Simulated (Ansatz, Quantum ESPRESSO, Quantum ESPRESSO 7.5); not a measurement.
# Evanescent states of BN, zinc blende type, lattice constant set to 3.575 Å

Wanted: the complex band structure of BN, zinc blende type, lattice constant set to 3.575 Å, as for a tunnel barrier.

Method: plane-wave DFT, LDA, GBRV ultrasoft pseudopotentials (cross-check by Ansatz 0.2.0 with PAW datasets), in Quantum ESPRESSO 7.5.

### 1. The structure

The structure is cubic, space group F-43m (No. 216). The conventional cell has a = 3.575 Å, b = 3.575 Å, c = 3.575 Å, α = 90.00°, β = 90.00°, γ = 90.00°. B has 4 N at 1.55 Å nearest. Nearest to N lie 4 B at 1.55 Å. Farther neighbours and most contacts between anions are not listed.

### 2. Ground state

pwcond needs a cell whose third axis lies along the current and stands perpendicular to the other two.

scf.in

```
&control
  prefix = 'scf'
  outdir = './out'
  pseudo_dir = './pseudo'
  calculation = 'scf'
  tprnfor = .true.
/
&system
  ibrav = 0
  nat = 4
  ntyp = 2
  ecutwfc = 40
  ecutrho = 200
  occupations = 'fixed'
  nbnd = 12
/
&electrons
  conv_thr = 1e-09
  mixing_beta = 0.6
  electron_maxstep = 120
/
ATOMIC_SPECIES
  B   10.8100  b_lda_v1.4.uspp.F.UPF
  N   14.0070  n_lda_v1.2.uspp.F.UPF
CELL_PARAMETERS angstrom
  2.52790674274191 0.00000000000000 0.00000000000000
  0.00000000000000 2.52790674274191 0.00000000000000
  0.00000000000000 0.00000000000000 3.57500000000000
ATOMIC_POSITIONS crystal
  B   0.000000000000 0.000000000000 0.000000000000
  N   0.500000000000 0.000000000000 0.250000000000
  B   0.500000000000 0.500000000000 0.500000000000
  N   0.000000000000 0.500000000000 0.750000000000
K_POINTS automatic
  10 10 8 0 0 0
```

Started as:

```bash
> OMP_NUM_THREADS=1 mpirun -n 2 pw.x -nk 2 -in scf.in > scf.out
```

The program printed:

```text
Program PWSCF v.7.5 starts
[citation notice left out]

     Parallel version (MPI & OpenMP), running on       2 processor cores
     Number of MPI processes:                 2
     Threads/MPI process:                     1

     MPI processes distributed on     1 nodes
[...]
Current dimensions of program PWSCF are:
     Max number of different atomic species (ntypx) = 10
     Max number of k-points (npk) =  40000
     Max angular momentum in pseudopotentials (lmaxx) =  4
     Found identity + ( -0.5000 -0.5000 -0.5000) symmetry
     This is a supercell, fractional translations are disabled
     Message from routine setup:
     using ibrav=0 with symmetry is DISCOURAGED, use correct ibrav instead

     K-points division:     npool     =       2
     Subspace diagonalization in iterative solution of the eigenvalue problem:
     a serial algorithm will be used

     G-vector sticks info
     --------------------
     sticks:   dense  smooth     PW     G-vecs:    dense   smooth      PW
     Sum         357     293     97                 7387     5271    1055

     Using Slab Decomposition

     bravais-lattice index     =            0
     lattice parameter (alat)  =       4.7771  a.u.
     unit-cell volume          =     154.1682 (a.u.)^3
     number of atoms/cell      =            4
     number of atomic types    =            2
     number of electrons       =        16.00
     number of Kohn-Sham states=           12
     kinetic-energy cutoff     =      40.0000  Ry
     charge density cutoff     =     200.0000  Ry
     scf convergence threshold =      1.0E-09
     mixing beta               =       0.6000
     number of iterations used =            8  plain     mixing
     Exchange-correlation= SLA  PZ   NOGX NOGC
                           (   1   1   0   0   0   0   0)

     celldm(1)=   4.777051  celldm(2)=   0.000000  celldm(3)=   0.000000
     celldm(4)=   0.000000  celldm(5)=   0.000000  celldm(6)=   0.000000

     crystal axes: (cart. coord. in units of alat)
               a(1) = (   1.000000   0.000000   0.000000 )
               a(2) = (   0.000000   1.000000   0.000000 )
               a(3) = (   0.000000   0.000000   1.414214 )

     reciprocal axes: (cart. coord. in units 2 pi/alat)
               b(1) = (  1.000000  0.000000  0.000000 )
               b(2) = (  0.000000  1.000000  0.000000 )
               b(3) = (  0.000000  0.000000  0.707107 )

     PseudoPot. # 1 for B  read from file:
     ./pseudo/b_lda_v1.4.uspp.F.UPF
     Pseudo is Ultrasoft + core correction, Zval =  3.0
     Generated by new atomic code, or converted to UPF format
     Using radial grid of  781 points,  4 beta functions with:
                l(1) =   0
                l(2) =   0
                l(3) =   1
                l(4) =   1
     Q(r) pseudized with  8 coefficients,  rinner =    1.100   1.100   1.100

     PseudoPot. # 2 for N  read from file:
     ./pseudo/n_lda_v1.2.uspp.F.UPF
     Pseudo is Ultrasoft + core correction, Zval =  5.0
     Generated by new atomic code, or converted to UPF format
     Using radial grid of  729 points,  4 beta functions with:
                l(1) =   0
                l(2) =   0
                l(3) =   1
                l(4) =   1
     Q(r) pseudized with  8 coefficients,  rinner =    0.900   0.900   0.900

     atomic species   valence    mass     pseudopotential
     B                 3.00    10.81000     B ( 1.00)
     N                 5.00    14.00700     N ( 1.00)

      8 Sym. Ops. (no inversion) found

   Cartesian axes

     site n.     atom                  positions (alat units)
         1        B      tau(   1) = (   0.0000000   0.0000000   0.0000000  )
         2        N      tau(   2) = (   0.5000000   0.0000000   0.3535534  )
         3        B      tau(   3) = (   0.5000000   0.5000000   0.7071068  )
         4        N      tau(   4) = (   0.0000000   0.5000000   1.0606602  )

     number of k points=   105

     Number of k-points >= 100: set verbosity='high' to print them.

     Dense  grid:     7387 G-vectors     FFT dimensions: (  24,  24,  32)

     Smooth grid:     5271 G-vectors     FFT dimensions: (  20,  20,  27)

     Estimated max dynamical RAM per process >      14.74 MB

     Estimated total dynamical RAM >      27.68 MB

     Initial potential from superposition of free atoms

     starting charge      15.9995, renormalised to      16.0000
     Starting wfcs are   16 randomized atomic wfcs

     total cpu time spent up to now is        0.7 secs

     per-process dynamical memory:    16.7 Mb

     Self-consistent Calculation

     iteration #  1     ecut=    40.00 Ry     beta= 0.60
     Davidson diagonalization with overlap
     ethr =  1.00E-02,  avg # of iterations =  2.8

     total cpu time spent up to now is        1.0 secs

     total energy              =     -53.36869407 Ry
     estimated scf accuracy    <       0.46718936 Ry

     iteration #  2     ecut=    40.00 Ry     beta= 0.60
[...]
total energy              =     -53.47560953 Ry
     estimated scf accuracy    <       0.08011834 Ry

     iteration #  3     ecut=    40.00 Ry     beta= 0.60
[...]
total energy              =     -53.48613082 Ry
     estimated scf accuracy    <       0.00334695 Ry

     iteration #  4     ecut=    40.00 Ry     beta= 0.60
[...]
total energy              =     -53.48658784 Ry
     estimated scf accuracy    <       0.00053648 Ry

     iteration #  5     ecut=    40.00 Ry     beta= 0.60
[...]
total energy              =     -53.48672450 Ry
     estimated scf accuracy    <       0.00028527 Ry

     iteration #  6     ecut=    40.00 Ry     beta= 0.60
[...]
total energy              =     -53.48678009 Ry
     estimated scf accuracy    <       0.00000009 Ry

     iteration #  7     ecut=    40.00 Ry     beta= 0.60
[...]
total energy              =     -53.48678059 Ry
     estimated scf accuracy    <       0.00000115 Ry

     iteration #  8     ecut=    40.00 Ry     beta= 0.60
[...]
total energy              =     -53.48678064 Ry
     estimated scf accuracy    <       0.00000011 Ry

     iteration #  9     ecut=    40.00 Ry     beta= 0.60
[...]
End of self-consistent calculation

     Number of k-points >= 100: set verbosity='high' to print the bands.

     highest occupied, lowest unoccupied level (ev):    11.4637   15.8487

!    total energy              =     -53.48678066 Ry
     estimated scf accuracy    <          3.1E-10 Ry

     The total energy is the sum of the following terms:
     one-electron contribution =       9.85115123 Ry
     hartree contribution      =       7.02621208 Ry
     xc contribution           =     -17.09312799 Ry
     ewald contribution        =     -53.27101599 Ry

     convergence has been achieved in   9 iterations

     Forces acting on atoms (cartesian axes, Ry/au):

     atom    1 type  1   force =     0.00000000    0.00000000    0.00000000
     atom    2 type  2   force =     0.00000000    0.00000000   -0.00000008
     atom    3 type  1   force =     0.00000000    0.00000000    0.00000000
     atom    4 type  2   force =     0.00000000    0.00000000    0.00000008

     Total force =     0.000000     Total SCF correction =     0.000000
     SCF correction compared to forces is large: reduce conv_thr to get better values

[...]
=------------------------------------------------------------------------------=
   JOB DONE.
=------------------------------------------------------------------------------=
```

Run time: 3.6 s. Hardware: 2 MPI ranks of Intel Xeon 6975P-C (Granite Rapids), shared host; peak memory 0.13 GiB.

This step gave:

```
free energy                          : -727.7247 eV
valence top, on the run's zero       : 11.46 eV
conduction bottom, on the run's zero : 15.85 eV
gap by band count                    : 4.385 eV
```

The run needed 9 iterations to bring the estimated error under 1e-09 Ry.

(Part 1 of 3 ends here.)

[Logs are printed without paths, hosts, clocks, repeated set-up lines and the standing remarks that a program may print on its own settings, such as how far it seeks lower states.]

[Hosts, paths, dates, database ids (printed as entryN), source tags and the programs' standing remarks are cut or masked in the printed files.]

[Maps of the electrostatic potential energy from Ansatz leave out the sawtooth potential of an applied field or a dipole correction, so their vacuum need not be flat; planar profiles and work functions include it.]
